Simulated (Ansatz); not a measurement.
**Au(111) with 4 thermally displaced layers, 2x2: scattering by thermal displacements**

Wanted: the phonon-limited resistivity of Au at 300 K by the Landauer route.

Method: Ansatz plane-wave DFT, PBE, PAW files; ballistic transport by layer matching (Landauer), zero bias; PAW set soft_1, in Ansatz 0.2.0.

Most raw output is cut from this account.

### 1. Starting point

The cell holds 40 atoms: 40 Au. Its edges and angles: a = 5.768 Å, b = 5.768 Å, c = 23.605 Å, α = 93.5°, β = 86.5°, γ = 120.0°. It derives from Au. Regions: lead, 24 atoms (24 Au); scattering region, 16 atoms (16 Au). The structure is stacked along c, and the current runs across the ab planes.

### 2. With 4 displaced layers

Each atom of 4 layers is moved at random, by amounts drawn from a normal law 0.0906 Å wide in each direction from the Debye model (165 K) at 300 K. The layers about the cell's end stay perfect and serve as the lead. Disorder leaves little or no symmetry, which makes such runs dear. Energies from -0.05 to 0.05 eV in steps of 0.05 eV are too few for the program's thermal sum, so it prints no conductance; for a metal the transmission near the Fermi level serves, at a fraction of the cost.

Input file input.yaml:

```yaml
crystal:
  lattice:
    - [5.7675164607, 0.0, 0.0]
    - [-2.8837582304, 4.9948157718, 0.0]
    - [1.4418791152, -0.8324692953, 23.5457873532]
  atoms:
    - { symbol: Au, position: [0.9916666667, 0.0083333333, 0.05] }
    - { symbol: Au, position: [0.9916666667, 0.5083333333, 0.05] }
    - { symbol: Au, position: [0.4916666667, 0.0083333333, 0.05] }
    - { symbol: Au, position: [0.4916666667, 0.5083333333, 0.05] }
    - { symbol: Au, position: [0.1416666667, 0.3583333333, 0.15] }
    - { symbol: Au, position: [0.1416666667, 0.8583333333, 0.15] }
    - { symbol: Au, position: [0.6416666667, 0.3583333333, 0.15] }
    - { symbol: Au, position: [0.6416666667, 0.8583333333, 0.15] }
[... 28 atom lines left out ...]
    - { symbol: Au, position: [0.8416666667, 0.1583333333, 0.95] }
    - { symbol: Au, position: [0.8416666667, 0.6583333333, 0.95] }
    - { symbol: Au, position: [0.3416666667, 0.1583333333, 0.95] }
    - { symbol: Au, position: [0.3416666667, 0.6583333333, 0.95] }
kpoints:
  mp_grid: { grid: [5, 5, 1] }
hamiltonian:
  xc: pbe
  pseudopotentials: { kind: paw, azcp: { folder: soft_1 } }
scf:
  occupations: { method: fermi_dirac, width: 0.1 }
output:
  transmission:
    leads: [[0, 4]]
    kmesh: [10, 10]
    e_range: [-0.05, 0.05]
    de: 0.05
  write_potential: true
  write_density: true
  volumetric_format: npy
```

The run is started by

```bash
$ ansatz run input.yaml --threads 4 --pin off --max-ram 15360MiB --backend cpu --events-out ev --progress --plain --runs-dir out
```

Run time: 13 min. Hardware: 4 threads of Arm Neoverse V1, shared host; peak memory 6.5 GiB; 47 min of CPU time.

Numbers from this step:

```yaml
free_energy: -526045.8474 eV
energy_at_zero_smearing: -526045.6081 eV
fermi_energy: 20.73 eV
cell_area: 28.81 Å²
transmission_per_spin_nearest_the_fermi_level: 3.132
open_channels_per_spin_nearest_the_fermi_level: 3.21
step_of_the_lead_s_potential: 5.3 meV
```

Per spin. The transmission, zone mean by energy, zero at the Fermi level:

```tsv
energy (eV)	transmission, zone mean
-0.0500	3.13
0.0000	3.13
0.0500	3.14
```

Per spin. The open channels, zone mean, lead stays at 3.21 for energy from -0.05 to 0.05 eV.

Transmission over k1 and k2. At 0.0000 eV from the Fermi level.

Ten even steps from '0' (2.74) to '9' (3.82):
```
2922282222
2292282222
2229282222
2222002222
9999111999
2222200222
2222282922
2222282292
2222282229
9222282222
```
Columns: k1 (b1) from -0.5 to 0.4; rows upwards: k2 (b2) from -0.5 to 0.4.

Open channels over k1 and k2. At 0.0000 eV from the Fermi level.

Values, 10 rows by 10 columns:
```
3.00 4.00 3.00 3.00 3.00 4.00 3.00 3.00 3.00 3.00
3.00 3.00 4.00 3.00 3.00 4.00 3.00 3.00 3.00 3.00
3.00 3.00 3.00 4.00 3.00 4.00 3.00 3.00 3.00 3.00
3.00 3.00 3.00 3.00 3.00 3.00 3.00 3.00 3.00 3.00
4.00 4.00 4.00 4.00 3.00 3.00 3.00 4.00 4.00 4.00
3.00 3.00 3.00 3.00 3.00 3.00 3.00 3.00 3.00 3.00
3.00 3.00 3.00 3.00 3.00 4.00 3.00 4.00 3.00 3.00
3.00 3.00 3.00 3.00 3.00 4.00 3.00 3.00 4.00 3.00
3.00 3.00 3.00 3.00 3.00 4.00 3.00 3.00 3.00 4.00
4.00 3.00 3.00 3.00 3.00 4.00 3.00 3.00 3.00 3.00
```
Columns: k1 (b1) from -0.5 to 0.4; rows upwards: k2 (b2) from -0.5 to 0.4.

Over the solved energies the transmission per spin lies between 3.13 and 3.14, out of 3.21 channels of the lead on average (up to 3.21).

### 3. With 8 displaced layers

Each atom of 8 layers is moved at random, by amounts drawn from a normal law 0.0906 Å wide in each direction from the Debye model (165 K) at 300 K. A fresh draw is used; the growth of the resistance with length is what counts.

System of this step: Au(111) with 8 thermally displaced layers, 2x2. The cell holds 56 atoms: 56 Au. Its edges and angles: a = 5.768 Å, b = 5.768 Å, c = 33.006 Å, α = 87.5°, β = 92.5°, γ = 120.0°. It derives from Au. Regions: lead, 24 atoms (24 Au); scattering region, 32 atoms (32 Au). The structure is stacked along c, and the current runs across the ab planes.

Input file input.yaml:

```yaml
crystal:
  lattice:
    - [5.7675164607, 0.0, 0.0]
    - [-2.8837582304, 4.9948157718, 0.0]
    - [-1.4418791152, 0.8324692953, 32.9641022945]
  atoms:
    - { symbol: Au, position: [0.005952381, 0.994047619, 0.0357142857] }
    - { symbol: Au, position: [0.005952381, 0.494047619, 0.0357142857] }
    - { symbol: Au, position: [0.505952381, 0.994047619, 0.0357142857] }
    - { symbol: Au, position: [0.505952381, 0.494047619, 0.0357142857] }
    - { symbol: Au, position: [0.1845238095, 0.3154761905, 0.1071428571] }
    - { symbol: Au, position: [0.1845238095, 0.8154761905, 0.1071428571] }
    - { symbol: Au, position: [0.6845238095, 0.3154761905, 0.1071428571] }
    - { symbol: Au, position: [0.6845238095, 0.8154761905, 0.1071428571] }
[... 44 atom lines left out ...]
    - { symbol: Au, position: [0.3273809524, 0.1726190476, 0.9642857143] }
    - { symbol: Au, position: [0.3273809524, 0.6726190476, 0.9642857143] }
    - { symbol: Au, position: [0.8273809524, 0.1726190476, 0.9642857143] }
    - { symbol: Au, position: [0.8273809524, 0.6726190476, 0.9642857143] }
kpoints:
  mp_grid: { grid: [5, 5, 1] }
hamiltonian:
  xc: pbe
  pseudopotentials: { kind: paw, azcp: { folder: soft_1 } }
scf:
  occupations: { method: fermi_dirac, width: 0.1 }
output:
  transmission:
    leads: [[0, 4]]
    kmesh: [10, 10]
    e_range: [-0.05, 0.05]
    de: 0.05
  write_potential: true
  write_density: true
  volumetric_format: npy
```

Elapsed: 23 min, on 4 threads; peak memory 8 GiB; 88 min of CPU time.

Numbers from this step:

```yaml
free_energy: -736462.8351 eV
energy_at_zero_smearing: -736462.5016 eV
transmission_per_spin_nearest_the_fermi_level: 3.041
step_of_the_lead_s_potential: 4.6 meV
```

Per spin. The transmission, zone mean by energy, zero at the Fermi level:

```tsv
energy (eV)	transmission, zone mean
-0.0500	3.02
0.0000	3.04
0.0500	3.04
```

Over the solved energies the transmission per spin lies between 3.02 and 3.04, out of 3.21 channels of the lead on average (up to 3.21).

### 4. With 12 displaced layers

Each atom of 12 layers is moved at random, by amounts drawn from a normal law 0.0906 Å wide in each direction from the Debye model (165 K) at 300 K. A fresh draw is used; the growth of the resistance with length is what counts.

System of this step: Au(111) with 12 thermally displaced layers, 2x2. The cell holds 72 atoms: 72 Au. Its edges and angles: a = 5.768 Å, b = 5.768 Å, c = 42.382 Å, α = 90.0°, β = 90.0°, γ = 120.0°. It derives from Au. Regions: lead, 24 atoms (24 Au); scattering region, 48 atoms (48 Au). The structure is stacked along c, and the current runs across the ab planes.

Input file input.yaml:

```yaml
crystal:
  lattice:
    - [5.7675164607, 0.0, 0.0]
    - [-2.8837582304, 4.9948157718, 0.0]
    - [0.0, 0.0, 42.3824172358]
  atoms:
    - { symbol: Au, position: [0.0, 0.0, 0.0277777778] }
    - { symbol: Au, position: [0.0, 0.5, 0.0277777778] }
    - { symbol: Au, position: [0.5, 0.0, 0.0277777778] }
    - { symbol: Au, position: [0.5, 0.5, 0.0277777778] }
    - { symbol: Au, position: [0.1666666667, 0.3333333333, 0.0833333333] }
    - { symbol: Au, position: [0.1666666667, 0.8333333333, 0.0833333333] }
    - { symbol: Au, position: [0.6666666667, 0.3333333333, 0.0833333333] }
    - { symbol: Au, position: [0.6666666667, 0.8333333333, 0.0833333333] }
[... 60 atom lines left out ...]
    - { symbol: Au, position: [0.3333333333, 0.1666666667, 0.9722222222] }
    - { symbol: Au, position: [0.3333333333, 0.6666666667, 0.9722222222] }
    - { symbol: Au, position: [0.8333333333, 0.1666666667, 0.9722222222] }
    - { symbol: Au, position: [0.8333333333, 0.6666666667, 0.9722222222] }
kpoints:
  mp_grid: { grid: [5, 5, 1] }
hamiltonian:
  xc: pbe
  pseudopotentials: { kind: paw, azcp: { folder: soft_1 } }
scf:
  occupations: { method: fermi_dirac, width: 0.1 }
output:
  transmission:
    leads: [[0, 4]]
    kmesh: [10, 10]
    e_range: [-0.05, 0.05]
    de: 0.05
  write_potential: true
  write_density: true
  volumetric_format: npy
```

Wall time 39 min (4 threads); peak memory 9.8 GiB.

Numbers from this step:

| Quantity | Value |
| --- | --- |
| free energy | -946880.8987 eV |
| energy at zero smearing | -946880.5030 eV |
| Fermi energy | 20.71 eV |
| transmission per spin nearest the Fermi level | 2.936 |
| step of the lead's potential | 7.4 meV |

Per spin. Table of transmission, zone mean by energy, zero at the Fermi level:

```tsv
energy (eV)	transmission, zone mean
-0.0500	2.92
0.0000	2.94
0.0500	2.95
```

Over the solved energies the transmission per spin lies between 2.92 and 2.95, out of 3.21 channels of the lead on average (up to 3.21).

### 5. Resistance against length

This step: Ansatz plane-wave DFT, PBE, PAW files; ballistic transport by layer matching (Landauer), zero bias; resistivity from the slope of the area resistance; PAW set soft_1 (Ansatz 0.2.0).

Numbers from this step:

```yaml
resistivity: 4.291 µΩ cm
intercept: -0.01230 fΩ m²
scatter_about_the_fit: 0.001123 fΩ m²
```

Resistance, by row:

```tsv
run	length (Å)	T	channels N	RA (fΩ m²)
n4	9.418	3.132	3.21	0.0289
n8	18.84	3.035	3.21	0.06693
n12	28.25	2.932	3.21	0.1097
```

Area resistance against length of the displaced region:

```tsv
length of the displaced region (Å)	area resistance (fΩ m²)
9.42	0.0289
18.84	0.0669
28.25	0.110
```

The area resistance goes from 0.029 to 0.11 fΩ m² between 9.4 and 28.3 Å, a slope of 4.3 µΩ cm.

By hand from the end points: (0.1097 − 0.02890) fΩ m² / (28.25 − 9.42) Å = 4.3 µΩ cm, since 1 fΩ m² per Å is 1000 µΩ cm.

### 6. What came out

| Quantity | Value |
| --- | --- |
| resistivity from the slope | 4.29 µΩ cm |
| area resistance over 9.42 Å | 0.0289 fΩ m² |
| area resistance over 18.8 Å | 0.0669 fΩ m² |
| area resistance over 28.3 Å | 0.110 fΩ m² |

In words: The slope gives 4.3 µΩ cm. The points scatter by 0.0011 fΩ m² about the line, with one random draw a length in a 2x2 cell, so the slope is a rough value. The mean square of the displacements drawn is 0.75, 0.94 and 0.81 of the nominal one at the three lengths; with each resistance scaled back by that, the slope is 5.1 µΩ cm, the value used below. Read with a model of isotropic scattering on a spherical Fermi surface and the lead's 0.86×10¹⁵ S/m², this slope means a mean free path near 199 Å; over these lengths the model's slope is 1.18 times its bulk resistivity, which would be 4.4 µΩ cm. Uncorrelated displacements put too much weight on short waves, which scatter strongly; with the sideways repeat of a small cell, one draw and three short lengths, the method is good to a factor of two or three. The measured value is 2.271 µΩ cm (CRC Handbook of Chemistry and Physics, 84th ed., 2003, Electrical Resistivity of Pure Metals); the scaled slope is 2.3 times that and the corrected value 1.9: clearly high. Spin-orbit coupling is left out, which matters for Au.

[Logs are printed without paths, hosts, clocks, repeated set-up lines and the standing remarks that a program may print on its own settings, such as how far it seeks lower states.]

[Hosts, paths, dates, database ids (printed as entryN), source tags and the programs' standing remarks are cut or masked in the printed files.]
